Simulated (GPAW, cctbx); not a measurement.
# CuW: what bonding does to one electron reflection, worked out

CuW, P-6m2 (no. 187), a = 2.7207 Å, b = 2.7207 Å, c = 4.5334 Å, α = 90.00°, β = 90.00°, γ = 120.00°.

```csv
atom,mult.,x,y,z
W1,1,2/3,1/3,1/2
Cu1,1,0,0,0
```

The start was made by putting kin elements into a known structure type; the compound need not exist, or be stable, in this form.

A DFT run (GPAW, PBE, 450 eV, 10×10×5 k-points (along the axes of the calculation cell), Fermi–Dirac width 0.1 eV) gives the static X-ray structure factor of 001 as 42.543 e for the conventional cell; superposed free atoms give 42.350 e. **Problem.** Find the Fourier component V of the crystal potential and the two-beam extinction distance at 200 kV in both cases.

## 1. Geometry

The cell volume is Ω = 29.06 Å³ and d(001) = 4.5334 Å, so g = 1/d = 0.2206 Å⁻¹.

## 2. The nuclei

Electrons feel nuclei as well as electrons, so the nuclear charges are summed with the same phases.

Phase sums Σ exp(2πi h·x), turned so that the total is real and positive: W +1.000, Cu -1.000. Then F_Z = 74 × (+1.000) + 29 × (-1.000) = 45.00 e. The electron term has the same sign for this reflection.

## 3. Mott–Bethe

Poisson's equation, term by term, gives V = (e/4πε₀)(F_Z − F)/(πΩg²), with e/4πε₀ = 14.3996 V Å.

The prefactor is 14.3996 × 4.5334²/(π × 29.06) = 3.24136 V per electron. Free atoms: (45.00 − 42.350) × 3.24136 = 8.590 V. Crystal: (45.00 − 42.543) × 3.24136 = 7.964 V. F changes by +0.46 % and V by -7.3 %: the same 0.19 e is measured against F_Z − F = 2.6 e in place of F = 42.4 e.

## 4. Extinction distance

In the two-beam case ξ = 1/(λU) with U = 2γm₀eV/h², that is ξ = 150.41 V Å²/(γλV).

At 200 kV, λ = 0.02508 Å and γ = 1.3914. Free atoms: ξ = 502 Å. Crystal: ξ = 541 Å. The thickness fringes go as sin²(πt/ξ), so the two patterns slip by a quarter of a period when t|1/ξ₁ − 1/ξ₀| = 1/4, at t ≈ 172 nm. Thermal motion, absorption and many-beam coupling, left out here, change a real pattern.

## 5. Answer

V(001) is 7.96 V against 8.59 V, and ξ is 541 against 502 Å. Limits: static atoms, two beams.

[Outputs are excerpts: Python notices, other lines and further rows are left out; steps that failed or that the build refused (PBEsol, TPSS) are not shown.]

[Logs are printed without paths, hosts, clocks, repeated set-up lines and the standing remarks that a program may print on its own settings, such as how far it seeks lower states.]
